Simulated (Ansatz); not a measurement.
**SrCa3Te4: complex band structure**

Wanted: the relaxed cell of SrCa3Te4, its band edges and its decay constants. It is built by putting Te for O, Sr for Cd in the Ca3CdO4 structure of space group Cmmm, with the volume rescaled by atomic radii. The parent structure comes from the Materials Project.

Main program and level: Ansatz 0.2.0; r2SCAN DFT, plane waves, PAW files, in the first sound run; inputs show where later runs differ.

Most raw output is cut from this account.

The structure was built from a prototype and need not be the compound's stable phase.

## Step 1: Set-up

It takes space group Cmmm (No. 65, orthorhombic). Conventional cell: a = 7.900 Å, b = 11.213 Å, c = 3.979 Å, α = 90.00°, β = 90.00°, γ = 90.00°. Nearest to Ca lie 6 Te at 2.77 to 2.79 Å. Ca has 6 Te at 2.80 Å nearest. Nearest to Sr lie 6 Te at 2.82 to 2.83 Å. Nearest to Te lie 5 Ca at 2.77 to 2.80 Å and 1 Sr at 2.83 Å. Nearest to Te lie 4 Ca at 2.79 to 2.80 Å and 2 Sr at 2.82 Å. It derives from Ca3CdO4. Te for O, Sr for Cd in the Ca3CdO4 structure of space group Cmmm. Farther neighbours and most contacts between anions are not listed.

## Step 2: Cell and atoms at rest

The substituted atoms don't fit the parent's cell, so cell and atoms relax together. A small smearing keeps the run stable in case the gap closes on the way.

The input, input.yaml:

```yaml
crystal:
  lattice:
    - [3.9499838092, -5.6063739683, 0.0]
    - [3.9499838092, 5.6063739683, 0.0]
    - [0.0, 0.0, 3.9794375179]
  atoms:
    - { symbol: Ca, position: [0.5, 0.5, 0.0] }
    - { symbol: Ca, position: [0.5, 0.0, 0.5] }
    - { symbol: Ca, position: [0.0, 0.5, 0.5] }
    - { symbol: Sr, position: [0.0, 0.0, 0.0] }
    - { symbol: Te, position: [0.25259742, 0.74740258, 0.0] }
    - { symbol: Te, position: [0.25270534, 0.25270534, 0.5] }
    - { symbol: Te, position: [0.74729466, 0.74729466, 0.5] }
    - { symbol: Te, position: [0.74740258, 0.25259742, 0.0] }
kpoints:
  mp_grid: { grid: [4, 4, 6] }
scf:
  occupations: { method: gaussian, width: 0.03 }
hamiltonian:
  xc: r2scan
output:
  forces: true
  stress: true
relax:
  f_tol: 0.02
  max_steps: 60
  cell: {}
```

Started as:

```
> ansatz run input.yaml --threads 2 --pin off --max-ram 4096MiB --backend cpu --events-out ev --progress --plain --runs-dir out
```

Elapsed: 1.8 min, on 2 threads of Arm Neoverse V2, shared host; peak memory 1.3 GiB; 3.6 min of CPU time.

Step by step:

| step | energy less that of the first step (eV) | largest force component (eV/Å) | pressure (GPa) | volume (Å³) |
| --- | --- | --- | --- | --- |
| 1 | 0.0000 | 0.9266 | 39.28 | 176.25 |
| 2 | -4.8541 | 0.2484 | 19.63 | 203.30 |
| 3 | -7.2164 | 0.1188 | 8.12 | 231.73 |
| 4 | -7.9850 | 0.0320 | 2.14 | 257.00 |
| 5 | -8.0644 | 0.0066 | 0.40 | 267.42 |
| 6 | -8.0674 | 0.0009 | -0.01 | 270.20 |
| 7* | -8.0886 | 0.0009 | 0.00 | 270.20 |

Relaxation steps marked * repeat the geometry before them on a plane-wave basis chosen anew for their cell, so energy and pressure can jump there.

The run keeps the 8 symmetry operations that it works with, so distortions that break them were not tested.

| cell as run | before | after | change |
| --- | --- | --- | --- |
| a (Å) | 6.858 | 7.918 | +15.5 % |
| b (Å) | 6.858 | 7.918 | +15.5 % |
| c (Å) | 3.979 | 4.571 | +14.9 % |
| γ (°) | 109.67 | 109.46 | -0.2 % |
| volume (Å³/atom) | 22.03 | 33.78 | +53.3 % |

The atoms that moved most (Å, as changes of fractional coordinates times the final cell):

| atom | dx | dy | dz | length |
| --- | --- | --- | --- | --- |
| Te7 | -0.054 | 0.000 | 0.000 | 0.054 |
| Te6 | 0.054 | 0.000 | 0.000 | 0.054 |
| Te5 | 0.000 | -0.022 | 0.000 | 0.022 |
| Te8 | 0.000 | 0.022 | 0.000 | 0.022 |

Numbers from this step:

* free energy: -37014.9966 eV
* Fermi energy: 7.669 eV
* pressure: -0.001438 GPa

The largest force component on a free atom ends at 9.4e-4 eV/Å.

## Step 3: The bulk crystal and its band edges

The energy window and the wavevectors of the next steps follow from the band edges, so these are searched first, off the mesh as well.

The input, input.yaml:

```yaml
crystal:
  lattice:
    - [4.5723107709, -6.4644596902, 0.0]
    - [4.5723107709, 6.4644596902, 0.0]
    - [0.0, 0.0, 4.5707959097]
  atoms:
    - { symbol: Ca, position: [0.5, 0.5, 0.0] }
    - { symbol: Ca, position: [0.5, 0.0, 0.5] }
    - { symbol: Ca, position: [0.0, 0.5, 0.5] }
    - { symbol: Sr, position: [0.0, 0.0, 0.0] }
    - { symbol: Te, position: [0.2542828002, 0.7457171998, 0.0] }
    - { symbol: Te, position: [0.2585965422, 0.2585965422, 0.5] }
    - { symbol: Te, position: [0.7414034578, 0.7414034578, 0.5] }
    - { symbol: Te, position: [0.7457171998, 0.2542828002, 0.0] }
kpoints:
  mp_grid: { grid: [4, 4, 6] }
  band_path: { path: [VBM, CBM], npoints: 30 }
scf:
  occupations: { method: fixed }
hamiltonian:
  xc: r2scan
output:
  eigenvalues: true
  write_potential: true
  write_density: true
  volumetric_format: npy
  elf: true
```

Run time: 1.9 min. Hardware: 2 threads; peak memory 1.4 GiB; 3.9 min of CPU time.

Numbers from this step:

| Property | Result |
| --- | --- |
| Fermi energy | 6.668 eV |
| gap on the k-mesh | 2.002 eV |
| gap on path | 2.002 eV, by band count; negative where bands overlap |
| direct gap on path | 2.007 eV |
| edge places on path | 0, 0.9719 1/A along the path |

The electronic bands at the labelled points (eV, zero at the Fermi level (highest filled level under fixed occupations); v1 is the highest filled band, c1 the lowest empty one):

| point | v4 | v3 | v2 | v1 | c1 | c2 | c3 | c4 |
| --- | --- | --- | --- | --- | --- | --- | --- | --- |
| VBM | -1.00 | -0.01 | 0.00 | 0.00 | 2.01 | 3.49 | 3.50 | 3.50 |
| halfway | -1.11 | -1.05 | -0.64 | -0.64 | 2.62 | 4.16 | 4.16 | 4.26 |
| CBM | -1.08 | -1.00 | -1.00 | -0.93 | 2.00 | 2.01 | 3.91 | 4.22 |

Valence density in the ab plane of the cell as run, not the conventional one, at fractional z = 0.000, with atoms of Ca and Sr and Te within 0.2 Å of it. It is the smooth field of the valence electrons, not physical close to the nuclei.

Ten steps, logarithmic in the rise over the least value, from '_' (0 e/Å³) to '@' (15 e/Å³), each cell a mean:
```
**++==..____......__________________..--++**
++==::......::::....________________..--++++
--::....::------::....________________::----
......::==**##++--::..__________________....
__..::--**@@@@##==::..______________________
__..::==%%@@@@##--::..______________________
__..::==##%%##==::..________________________
__..::--++++==--::..........________________
__....::----::......--====--..______________
____..............--**##**==..______________
________________::++##%%##==..______________
________________--**####**--..__........____
________________::++**++--......::::::....__
________________..::--::....::::--==--::....
________________________....--==####++--::..
________________________..::==##@@@@##--::..
________________________..--++%%@@@@**--..__
________________________..--++##%%**==::..__
::::::..________________..::--====--::......
++++--::________________....::::::::....::==
****++::__________________............::==++
++**++::____________________________..--++**
```
Columns run along a (7.9 Å), rows up along b (7.9 Å). Atoms in or near the plane, at fractional coordinates: Ca at (0.50, 0.50), Sr at (0.00, 0.00), Te at (0.25, 0.75), Te at (0.75, 0.25).

Electrostatic potential energy in the ab plane of the cell as run, not the conventional one, at fractional z = 0.000, with atoms of Ca and Sr and Te within 0.2 Å of it. With pseudopotentials it is smooth inside the atoms' cores, unlike the true potential.

Ten even steps from '0' (-55 eV) to '9' (19 eV), each cell a mean:
```
0057888888888888887510
1578888888888888887631
6788766678888888888765
8887678668888888888877
8886799867888888888888
8876999868888888888888
8876998678888888888888
8876666788877788888888
8887777887645678888888
8888888876201578888888
8888888873000478888888
8888888863002688888888
8888888864336788878888
8888888876677887666788
8888888888888876886688
8888888888888768998688
8888888888888769997688
8888888888888769976788
7778888888888766667887
3357888888888877788875
0037888888888888888750
0037888888888888888610
```
Columns run along a (7.9 Å; values clipped at the 3rd and 97th percentile), rows up along b (7.9 Å). Atoms in or near the plane, at fractional coordinates: Ca at (0.50, 0.50), Sr at (0.00, 0.00), Te at (0.25, 0.75), Te at (0.75, 0.25).

ELF in the ab plane of the cell as run, not the conventional one, at fractional z = 0.000, with atoms of Ca and Sr and Te within 0.2 Å of it. It is the smooth field of the valence electrons, not physical close to the nuclei.

Values, 12 rows by 16 columns, each cell a mean:
```
0.65 0.72 0.21 0.40 0.67 0.70 0.65 0.42 0.13 0.07 0.10 0.08 0.03 0.25 0.83 0.66
0.42 0.24 0.56 0.62 0.48 0.51 0.67 0.68 0.29 0.05 0.03 0.03 0.03 0.09 0.45 0.59
0.23 0.64 0.56 0.21 0.05 0.23 0.60 0.69 0.25 0.04 0.04 0.07 0.06 0.04 0.03 0.04
0.56 0.71 0.45 0.14 0.15 0.45 0.70 0.42 0.06 0.03 0.03 0.06 0.07 0.04 0.03 0.10
0.50 0.71 0.63 0.56 0.62 0.67 0.31 0.35 0.59 0.54 0.13 0.03 0.04 0.03 0.03 0.11
0.19 0.46 0.62 0.62 0.49 0.17 0.48 0.83 0.81 0.83 0.27 0.05 0.19 0.25 0.19 0.10
0.12 0.08 0.12 0.10 0.04 0.07 0.69 0.84 0.82 0.56 0.20 0.55 0.69 0.69 0.66 0.42
0.26 0.04 0.03 0.04 0.04 0.03 0.22 0.38 0.26 0.31 0.67 0.58 0.42 0.49 0.68 0.67
0.19 0.03 0.04 0.06 0.07 0.05 0.03 0.04 0.36 0.71 0.50 0.13 0.03 0.29 0.64 0.66
0.10 0.09 0.04 0.04 0.06 0.05 0.03 0.13 0.59 0.68 0.42 0.15 0.22 0.53 0.64 0.27
0.75 0.74 0.34 0.03 0.03 0.03 0.03 0.12 0.51 0.71 0.64 0.59 0.66 0.56 0.25 0.52
0.35 0.80 0.52 0.05 0.14 0.22 0.18 0.10 0.19 0.45 0.61 0.59 0.37 0.15 0.68 0.65
```
Columns run along a (7.9 Å), rows up along b (7.9 Å). Atoms in or near the plane, at fractional coordinates: Ca at (0.50, 0.50), Sr at (0.00, 0.00), Te at (0.25, 0.75), Te at (0.75, 0.25).

The searched edges give 2.00 eV, as on the mesh.

## Step 4: Complex bands

This step: r2SCAN DFT, plane waves, PAW files; complex bands by layer matching along the plane's normal (Ansatz 0.2.0).

The same crystal is laid in a cell whose first two vectors span the (010) plane (indices of the standard conventional cell, whose axes can be ordered otherwise than in the bulk input). At fixed energy and wavevector in the plane the solver finds all kz, real and complex. A few wavevectors are listed, (0, 0) and (-0.5, 0) in units of the plane's reciprocal vectors; the slowest state needn't be among them.

The input, input.yaml:

```yaml
crystal:
  lattice:
    - [4.57079591, 0.0, 0.0]
    - [0.0, 9.144621542, 0.0]
    - [0.0, 4.572310771, 6.46445969]
  atoms:
    - { symbol: Ca, position: [0.0, 0.5, 0.0] }
    - { symbol: Ca, position: [0.5, 0.5, 0.5] }
    - { symbol: Ca, position: [0.5, 0.0, 0.5] }
    - { symbol: Sr, position: [0.0, 0.0, 0.0] }
    - { symbol: Te, position: [0.0, 0.2542828002, 0.4914343996] }
    - { symbol: Te, position: [0.5, 0.2585965422, 0.0] }
    - { symbol: Te, position: [0.5, 0.7414034578, 0.0] }
    - { symbol: Te, position: [0.0, 0.7457171998, 0.5085656004] }
kpoints:
  mp_grid: { grid: [6, 4, 4] }
scf:
  occupations: { method: fixed }
hamiltonian:
  xc: r2scan
output:
  eigenvalues: true
  transmission:
    leads: [[0, 0]]
    kpoints: [[0.0, 0.0], [-0.5, 0.0]]
    e_range: [-1.0, 3.0]
    de: 0.08
```

The job ended after 3.4 min (2 threads; peak memory 2.2 GiB; 5.9 min of CPU time).

Numbers from this step:

* level to which the leads are filled: 1.001 eV from the Fermi level
* decay constant at the filling level, zone centre: 0.1704 Å⁻¹
* decay constant at the filling level, slowest listed point: 0.1704 Å⁻¹

K parallel (0, 0); values up to 1.5 1/Å, a degenerate pair printed once or twice; energies at which all values exceed this have no row. Table of Im kz of the slowest decaying states by energy, zero at the highest filled level on the SCF mesh:

| energy (eV) | decay 1 (Å⁻¹) | decay 2 (Å⁻¹) | decay 3 (Å⁻¹) | decay 4 (Å⁻¹) |
| --- | --- | --- | --- | --- |
| -1.0000 | 0.207 | 0.272 | 0.355 | 0.382 |
| -0.7600 | 0.347 | 0.446 | 0.448 | 0.522 |
| -0.5200 | 0.474 | 0.485 | 0.491 | 0.518 |
| -0.2800 | 0.472 | 0.491 | 0.513 | 0.557 |
| -0.0400 | 0.464 | 0.500 | 0.525 | 0.581 |
| 0.2800 | 0.106 | 0.217 | 0.219 | 0.455 |
| 0.5200 | 0.137 | 0.272 | 0.273 | 0.448 |
| 0.7600 | 0.157 | 0.304 | 0.304 | 0.440 |
| 1.0000 | 0.170 | 0.322 | 0.322 | 0.431 |
| 1.2400 | 0.179 | 0.331 | 0.331 | 0.420 |
| 1.4800 | 0.184 | 0.333 | 0.333 | 0.409 |
| 1.7200 | 0.186 | 0.317 | 0.329 | 0.330 |
| 1.9600 | 0.130 | 0.185 | 0.320 | 0.320 |
| 2.2800 | 0.179 | 0.300 | 0.300 | 0.361 |
| 2.5200 | 0.171 | 0.278 | 0.278 | 0.342 |
| 2.7600 | 0.160 | 0.249 | 0.250 | 0.322 |
| 3.0000 | 0.145 | 0.210 | 0.212 | 0.298 |

K parallel (0, 0). Re kz of states that move upwards against energy, zero at the highest filled level on the SCF mesh:

| energy (eV) | channel 1 (Å⁻¹) | channel 2 (Å⁻¹) | channel 3 (Å⁻¹) |
| --- | --- | --- | --- |
| -1.00 | -0.260 | 0.0331 | 0.0978 |
| -0.84 | -0.230 | 0.326 | 0.333 |
| -0.60 | -0.184 | - | - |
| -0.44 | -0.367 | -0.362 | -0.152 |
| -0.20 | -0.220 | -0.215 | -0.0971 |
| -0.04 | -0.0921 | -0.0828 | -0.0401 |
| 0.12 | - | - | - |
| 0.36 | - | - | - |
| 0.52 | - | - | - |
| 0.68 | - | - | - |
| 0.92 | - | - | - |
| 1.08 | - | - | - |
| 1.32 | - | - | - |
| 1.48 | - | - | - |
| 1.64 | - | - | - |
| 1.88 | - | - | - |
| 2.04 | 0.108 | - | - |
| 2.20 | 0.265 | - | - |
| 2.44 | 0.404 | - | - |
| 2.60 | 0.481 | - | - |
| 2.84 | -0.394 | - | - |
| 3.00 | -0.328 | - | - |

K parallel (-0.5, 0); values up to 1.5 1/Å, a degenerate pair printed once or twice; energies at which all values exceed this have no row. Table of Im kz of the slowest decaying states by energy, zero at the highest filled level on the SCF mesh:

| energy (eV) | decay 1 (Å⁻¹) | decay 2 (Å⁻¹) | decay 3 (Å⁻¹) | decay 4 (Å⁻¹) |
| --- | --- | --- | --- | --- |
| -1.00 | 0.0228 | 0.0998 | 0.168 | 0.218 |
| -0.84 | 0.106 | 0.132 | 0.133 | 0.163 |
| -0.68 | 0.163 | 0.177 | 0.177 | 0.2 |
| -0.52 | 0.197 | 0.205 | 0.206 | 0.226 |
| -0.36 | 0.221 | 0.225 | 0.225 | 0.245 |
| -0.20 | 0.238 | 0.239 | 0.239 | 0.260 |
| -0.04 | 0.247 | 0.247 | 0.253 | 0.272 |
| 0.12 | 0.252 | 0.252 | 0.264 | 0.281 |
| 0.28 | 0.254 | 0.254 | 0.273 | 0.288 |
| 0.44 | 0.253 | 0.253 | 0.281 | 0.293 |
| 0.60 | 0.249 | 0.250 | 0.286 | 0.297 |
| 0.76 | 0.243 | 0.243 | 0.290 | 0.299 |
| 0.92 | 0.234 | 0.235 | 0.293 | 0.300 |
| 1.08 | 0.222 | 0.223 | 0.295 | 0.300 |
| 1.24 | 0.207 | 0.208 | 0.296 | 0.299 |
| 1.40 | 0.189 | 0.190 | 0.296 | 0.297 |
| 1.56 | 0.166 | 0.167 | 0.294 | 0.295 |
| 1.72 | 0.135 | 0.137 | 0.290 | 0.293 |
| 1.88 | 0.0907 | 0.0941 | 0.285 | 0.290 |
| 2.04 | 0.279 | 0.287 | 0.456 | 0.492 |
| 2.20 | 0.273 | 0.282 | 0.446 | 0.481 |
| 2.36 | 0.265 | 0.277 | 0.435 | 0.470 |
| 2.52 | 0.256 | 0.271 | 0.423 | 0.457 |
| 2.68 | 0.245 | 0.264 | 0.410 | 0.442 |
| 2.84 | 0.233 | 0.256 | 0.395 | 0.426 |
| 3.00 | 0.220 | 0.247 | 0.378 | 0.408 |

At the listed wavevectors the last open channel is at -0.04 eV and the next at +2.04 eV on the grid. At +1.00 eV, the grid energy nearest the filling level (the middle of the gap on the SCF mesh), the slowest state at the listed wavevectors decays with κ = 0.170 Å⁻¹, its amplitude falling by e over 5.9 Å. Through 1 nm of this crystal that state's transmission falls by exp(−2 × 0.170 Å⁻¹ × 10 Å) = 0.033.

## Step 5: Decay over the two-dimensional zone

The listed points could miss the slowest state, so one energy near mid-gap is solved on a mesh of 8×4.

input.yaml: that of step 4 with these lines changed.

```diff
@@ -22,6 +22,2 @@
   eigenvalues: true
-  transmission:
-    leads: [[0, 0]]
-    kpoints: [[0.0, 0.0], [-0.5, 0.0]]
-    e_range: [-1.0, 3.0]
-    de: 0.08
+  transmission: { leads: [[0, 0]], kmesh: [8, 4], e_range: [1.0, 1.01], de: 0.05 }
```

The job ended after 2.9 min (2 threads; peak memory 2.6 GiB; 5.6 min of CPU time).

This step gave:

* least decay constant on the mesh: 0.1704 Å⁻¹

Slowest decay constant (1/Å; 0 where a channel is open) over k1 and k2. At 1.0000 eV from the Fermi level.

Ten even steps from '0' (0.170) to '9' (0.335):
```
64743474
36930396
64743474
97689867
```
Columns: k1 (b1) from -0.5 to 0.375; rows upwards: k2 (b2) from -0.5 to 0.25.

The least value on the mesh is 0.170 Å⁻¹ at +1.00 eV. At that energy the listed points give about 0.170 Å⁻¹ by interpolation, so the mesh holds no clearly slower state.

## Step 6: Band edges at another level, cutoff 420 eV

This step: PBEsol DFT, plane waves, PAW files (Ansatz 0.2.0).

The edges again with PBEsol, at the same atoms. Against that run the cutoff is 420 eV against 500.

The input, input.yaml:

```yaml
crystal:
  lattice:
    - [4.5723107709, -6.4644596902, 0.0]
    - [4.5723107709, 6.4644596902, 0.0]
    - [0.0, 0.0, 4.5707959097]
  atoms:
    - { symbol: Ca, position: [0.5, 0.5, 0.0] }
    - { symbol: Ca, position: [0.5, 0.0, 0.5] }
    - { symbol: Ca, position: [0.0, 0.5, 0.5] }
    - { symbol: Sr, position: [0.0, 0.0, 0.0] }
    - { symbol: Te, position: [0.2542828002, 0.7457171998, 0.0] }
    - { symbol: Te, position: [0.2585965422, 0.2585965422, 0.5] }
    - { symbol: Te, position: [0.7414034578, 0.7414034578, 0.5] }
    - { symbol: Te, position: [0.7457171998, 0.2542828002, 0.0] }
kpoints:
  mp_grid: { grid: [4, 4, 6] }
  band_path: { path: [VBM, CBM], npoints: 30 }
scf:
  occupations: { method: fixed }
hamiltonian:
  xc: pbesol
output:
  eigenvalues: true
```

Elapsed: 62 s, on 2 threads; peak memory 0.73 GiB.

This step gave:

- free energy: -36492.7927 eV
- Fermi energy: 6.771 eV
- gap on the k-mesh: 1.520 eV
- gap on path: 1.520 eV, by band count; negative where bands overlap
- direct gap on path: 1.524 eV

(Part 1 of 2 ends here.)

[Logs are printed without paths, hosts, clocks, repeated set-up lines and the standing remarks that a program may print on its own settings, such as how far it seeks lower states.]

[Hosts, paths, dates, database ids (printed as entryN), source tags and the programs' standing remarks are cut or masked in the printed files.]
